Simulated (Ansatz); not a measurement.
Rows from a G0W0 calculation on V2O5 (Pmmn) (Ansatz 0.2.0; G0W0 on LDA, plane waves, PAW; 4×2×4 mesh, 747 empty bands, screening to 150 eV), in eV. Spin-orbit coupling is left out.

```
row                        k  band  start       Σx  Σc at the solution      Vxc
  A                        Γ    c2  5.744  -16.053              -6.518  -24.027
  B                        Γ    c1  5.588  -15.753              -7.027  -24.285
  C  (-0.500, 0.000, -0.500)    c1  6.165  -16.610              -6.696  -24.749
  D                        Γ    v2  3.166  -25.722               4.877  -20.558
  E  (-0.500, 0.000, -0.500)    v1  3.856  -25.966               4.458  -21.197
  F                        Γ    v1  3.228  -25.544               4.222  -21.056
```

**Question.** Work out each quasiparticle level and how far it moved.

The quasiparticle equation reads E = start + Σx + Σc(E) − Vxc.

```
row  E (eV)  shift (eV)
  A   7.200      +1.456
  B   7.092      +1.504
  C   7.609      +1.443
  D   2.879      −0.287
  E   3.546      −0.311
  F   2.961      −0.266
```

Limits: not at the basis limit; no spin polarisation; d states lean on the start; coarse k mesh.

[Paths, hosts, dates, memory and timing lines, banners, echoed tables and standing remarks are left out of the program output.]

[Logs are printed without paths, hosts, clocks, repeated set-up lines and the standing remarks that a program may print on its own settings, such as how far it seeks lower states.]

[Runs of the session that timed out or met a known fault of the program may be left out.]

[Cells called generated may have been cut or substituted from an entry of the Crystallography Open Database or the Materials Project.]

[Hosts, paths, dates, database ids (printed as entryN), source tags and the programs' standing remarks are cut or masked in the printed files.]
